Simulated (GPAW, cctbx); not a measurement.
## SrV2Bi2: what bonding does to one electron reflection, worked out

SrV2Bi2, P-3m1 (no. 164), a = 4.6637 Å, b = 4.6637 Å, c = 7.9227 Å, α = 90.00°, β = 90.00°, γ = 120.00°.

| atom | mult. | x | y | z |
| --- | --- | --- | --- | --- |
| Bi1 | 2 | 1/3 | 2/3 | 0.2650 |
| Sr1 | 1 | 0 | 0 | 0 |
| V1 | 2 | 1/3 | 2/3 | 0.6184 |

The start was made by putting kin elements into a known structure type; the compound need not exist, or be stable, in this form.

A DFT run (GPAW, PBE, 450 eV, 6×6×3 k-points (along the axes of the calculation cell), Fermi–Dirac width 0.1 eV, spin-polarised) gives the static X-ray structure factor of 100 as 62.982 e for the conventional cell; superposed free atoms give 62.705 e. **Problem.** Find the Fourier component V of the crystal potential and the two-beam extinction distance at 120 kV in both cases.

## Step 1: Geometry

The cell volume is Ω = 149.23 Å³ and d(100) = 4.0389 Å, so g = 1/d = 0.2476 Å⁻¹.

## Step 2: The nuclei

Electrons feel nuclei as well as electrons, so the nuclear charges are summed with the same phases.

Phase sums Σ exp(2πi h·x), turned so that the total is real and positive: Bi +1.000, Sr -1.000, V +1.000. Then F_Z = 83 × (+1.000) + 38 × (-1.000) + 23 × (+1.000) = 68.00 e. The electron term has the same sign for this reflection.

## Step 3: Mott–Bethe

Poisson's equation, term by term, gives V = (e/4πε₀)(F_Z − F)/(πΩg²), with e/4πε₀ = 14.3996 V Å.

The prefactor is 14.3996 × 4.0389²/(π × 149.23) = 0.50103 V per electron. Free atoms: (68.00 − 62.705) × 0.50103 = 2.653 V. Crystal: (68.00 − 62.982) × 0.50103 = 2.514 V. F changes by +0.44 % and V by -5.2 %: the same 0.28 e is measured against F_Z − F = 5.3 e in place of F = 62.7 e.

## Step 4: Extinction distance

In the two-beam case ξ = 1/(λU) with U = 2γm₀eV/h², that is ξ = 150.41 V Å²/(γλV).

At 120 kV, λ = 0.03349 Å and γ = 1.2348. Free atoms: ξ = 1371 Å. Crystal: ξ = 1447 Å. The thickness fringes go as sin²(πt/ξ), so the two patterns slip by a quarter of a period when t|1/ξ₁ − 1/ξ₀| = 1/4, at t ≈ 655 nm. Thermal motion, absorption and many-beam coupling, left out here, change a real pattern.

## Step 5: Answer

V(100) is 2.51 V against 2.65 V, and ξ is 1447 against 1371 Å. Limits: static atoms, two beams; a ferromagnetic start is the only order tried, and the real ground state may be antiferromagnetic or insulating.
